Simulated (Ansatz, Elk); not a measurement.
# Bonding as seen by X-rays: CrCu4Te2S, part 2 of 2

The structure of CrCu4Te2S used here is made up (a known structure type with other elements) and was relaxed beforehand with PBEsol. The aim is the Fourier transform of its all-electron density, F(hkl), set beside the sum over free spherical atoms that refinements use.

Elk 11.2.3 (patched build); all-electron DFT.

So far: The starting structure; Ground state and structure factors; The magnetisation density; The highest occupied states alone.

The structure was built from a prototype and need not be the compound's stable phase.

## Step 5: Another functional

Level of this step: DFT, LDA (Perdew-Wang), all-electron APW+lo, Dirac cores, scalar-relativistic bands, static density, ferromagnetic start (Elk).

The difference from free atoms is small, so it is set against the change that LDA (Perdew-Wang) makes.

The input, elk.in:

```
tasks
  0
  195
  196

xctype
  3

spinpol
  .true.

rgkmax
  7.0

gmaxvr
  14.0

lmaxo
  7

lmaxapw
  8

swidth
  0.002

tshift
  .false.

ramdisk
  .false.

hmaxvr
  5.5

maxscl
  120

epspot
  1e-06

reducebf
  0.8

sppath
  './'

avec
  7.49509145206 0.00000000000 0.00000000000
  -3.74754572603 6.49093960117 -0.00000000000
  0.00000000000 0.00000000000 18.88351948877

atoms
  4
  'Te.in'
  2
  0.3333333333 0.6666666667 0.7197328633   0.000000 0.000000 0.000000
  0.3333333333 0.6666666667 0.2802671367   0.000000 0.000000 0.000000
  'Cu.in'
  4
  0.0000000000 -0.0000000000 0.8831338044   0.000000 0.000000 0.000000
  0.0000000000 0.0000000000 0.3792698324   0.000000 0.000000 0.000000
  -0.0000000000 -0.0000000000 0.6207301676   0.000000 0.000000 0.000000
  -0.0000000000 -0.0000000000 0.1168661956   0.000000 0.000000 0.000000
  'Cr.in'
  1
  0.6666666667 0.3333333333 0.5000000000   0.000000 0.000000 -0.155000
  'S.in'
  1
  0.6666666667 0.3333333333 0.0000000000   0.000000 0.000000 0.000000

ngridk
  6 6 2
```

Run with:

```
$ OMP_NUM_THREADS=4 elk
```

Numbers of over 12 decimals in the logs are rounded to 6 here.

The log of the run:

```text
┌─────────────────────────┐
│ Elk code version 11.2.3 │
└─────────────────────────┘

All units are atomic (Hartree, Bohr, etc.)

┌─────────────────────────────────────────────────┐
│ Ground-state run starting from atomic densities │
└─────────────────────────────────────────────────┘

Lattice vectors :
   7.495091452       0.000000000       0.000000000
  -3.747545726       6.490939601      -0.000000000
   0.000000000       0.000000000       18.88351949

Reciprocal lattice vectors :
  0.8383066901      0.4839965932      -0.000000000
[...]
interstitial                :   0.1435011361
 muffin-tins
  species : 1 (Te)
[...]
species : 2 (Cu)
[...]
species : 3 (Cr)
   atom 1                    :    3.110348179
  species : 4 (S)
   atom 1                    :  -0.9548084387E-01
 total in muffin-tins        :    2.695461879
 total moment                :    2.838963016

┌──────────────────────────────┐
│ Self-consistent loop stopped │
└──────────────────────────────┘

Warning : core states of species 1 leak from the muffin-tin :   0.5826174343E-03

Warning : core states of species 2 leak from the muffin-tin :   0.7518326885E-03

Wrote STATE.OUT
[key lines of the parts left out:]
total energy                :     -21639.276334584
```

It took 7.8 min on 4 threads of Arm Neoverse V1, shared host; peak memory 0.53 GiB.

Against the first run R = 0.04 %; the largest change is -0.083 at 300. The moment goes from 2.93 to 2.84 μB.

## Step 6: Basis size

A smaller basis shows how fast F responds to it; the change is likely larger than the basis error of the first run, but doesn't show convergence.

elk.in: that of step 5 with these lines changed.

```diff
@@ -6,3 +6,3 @@
 xctype
-  3
+  20
 
@@ -12,3 +12,3 @@
 rgkmax
-  7.0
+  5.5
```

Run with:

```
$ OMP_NUM_THREADS=4 elk
```

The log of the run:

```text
┌─────────────────────────┐
│ Elk code version 11.2.3 │
└─────────────────────────┘

All units are atomic (Hartree, Bohr, etc.)

┌─────────────────────────────────────────────────┐
│ Ground-state run starting from atomic densities │
└─────────────────────────────────────────────────┘

Lattice vectors :
   7.495091452       0.000000000       0.000000000
  -3.747545726       6.490939601      -0.000000000
   0.000000000       0.000000000       18.88351949

Reciprocal lattice vectors :
  0.8383066901      0.4839965932      -0.000000000
[...]
Moments :
 interstitial                :   0.1889998027
 muffin-tins
  species : 1 (Te)
[...]
species : 2 (Cu)
[...]
species : 3 (Cr)
   atom 1                    :    3.200310505
  species : 4 (S)
   atom 1                    :  -0.9320954269E-01
 total in muffin-tins        :    2.726922365
 total moment                :    2.915922168

RMS change in Kohn-Sham potential (target) :   0.3978650259E-04 (  0.1000000000E-05)
Absolute change in total energy (target)   :   0.3111744216E-02 (  0.1000000000E-03)

┌──────────────────┐
│ Loop number : 21 │
└──────────────────┘
[key lines of the parts left out:]
total energy                :     -21663.435040496
```

Run time: 9.4 min. Hardware: 4 threads; peak memory 0.68 GiB.

The run was cut off at its time limit.

## Step 7: With a Hubbard U

A Hubbard U is put on the d shell, to see how far it moves the factors.

elk.in: that of step 6 with these lines changed.

```diff
@@ -12,3 +12,3 @@
 rgkmax
-  5.5
+  7.0
 
@@ -73 +73,6 @@
   6 6 2
+
+dft+u
+  1 1
+  2 2 0.146997 0.000000
+  3 2 0.128623 0.000000
```

Run with:

```
$ OMP_NUM_THREADS=4 elk
```

The log of the run:

```text
┌─────────────────────────┐
│ Elk code version 11.2.3 │
└─────────────────────────┘

All units are atomic (Hartree, Bohr, etc.)

┌─────────────────────────────────────────────────┐
│ Ground-state run starting from atomic densities │
└─────────────────────────────────────────────────┘

Lattice vectors :
   7.495091452       0.000000000       0.000000000
  -3.747545726       6.490939601      -0.000000000
   0.000000000       0.000000000       18.88351949

Reciprocal lattice vectors :
  0.8383066901      0.4839965932      -0.000000000
[...]
Moments :
 interstitial                :   0.8895841252E-01
 muffin-tins
  species : 1 (Te)
[...]
species : 2 (Cu)
[...]
species : 3 (Cr)
   atom 1                    :   0.4769996703
  species : 4 (S)
   atom 1                    :  -0.3471530838E-01
 total in muffin-tins        :  -0.7772702051E-01
 total moment                :   0.1123139201E-01

RMS change in Kohn-Sham potential (target) :    2.676240118     (  0.1000000000E-05)
Absolute change in total energy (target)   :    42.59353389     (  0.1000000000E-03)

┌─────────────────┐
│ Loop number : 9 │
└─────────────────┘
[key lines of the parts left out:]
total energy                :     -21595.066839255
```

It took 5.6 min on 4 threads; peak memory 0.72 GiB.

The run was cut off at its time limit.

## Step 8: Settings against the effect

```
              run  R against the first run (%)  R against neutral atoms, low angle (%)  wall time
    PBE, rgkmax 7                         0.00                                    0.64     14 min
LDA (Perdew-Wang)                         0.04                                    0.65    7.8 min
```

## Step 9: Results

```yaml
r_against_neutral_atoms_sin_theta_lambda_0p3_a_minus1: 0.64 %
r_against_neutral_atoms_0p3_to_0p77_a_minus1: 0.23 %
```

In words: Independent neutral atoms miss the calculated amplitudes by R = 0.64 % below 0.3 Å⁻¹ and 0.23 % from there to 0.77 Å⁻¹; by shells, 0.36 % below 0.15 Å⁻¹ (3 forms), 0.66 % 0.15 to 0.3 (14 forms), 0.21 % 0.3 to 0.45 (23 forms), 0.23 % above 0.45 (109 forms). Bonding, aspherical density and the tables' own atoms all enter these figures, and the runs don't part them. The largest change of an amplitude is -1.65 electrons, at 110. R counts amplitudes alone; phases shift too. Weak lines can change much in proportion: 114 goes from 1.64 to 0.81. The magnetic order is that of the start. No other order was tried here, and an antiferromagnetic one would change or move the magnetic intensity. The window's part falls from 68.0 electrons at the origin to at most 9.18 between 0.45 and 0.77 Å⁻¹, where compact states inside the window still scatter. Below 0.3 Å⁻¹ the changes that finished (LDA (Perdew-Wang)) move F by R = 0.02 % at most, against the 0.64 % that separates it from free atoms. The magnetic factors move by R = 3.2 % (LDA (Perdew-Wang)), so they aren't settled to better than that. The basis has no finished test. The k-mesh has no finished test. Part of the difference isn't bonding: the tables are fits to free atoms and ions calculated by other methods than this functional. Thermal motion, anomalous dispersion and extinction are left out.

[Logs are printed without paths, hosts, clocks, repeated set-up lines and the standing remarks that a program may print on its own settings, such as how far it seeks lower states.]

[Hosts, paths, dates, database ids (printed as entryN), source tags and the programs' standing remarks are cut or masked in the printed files.]
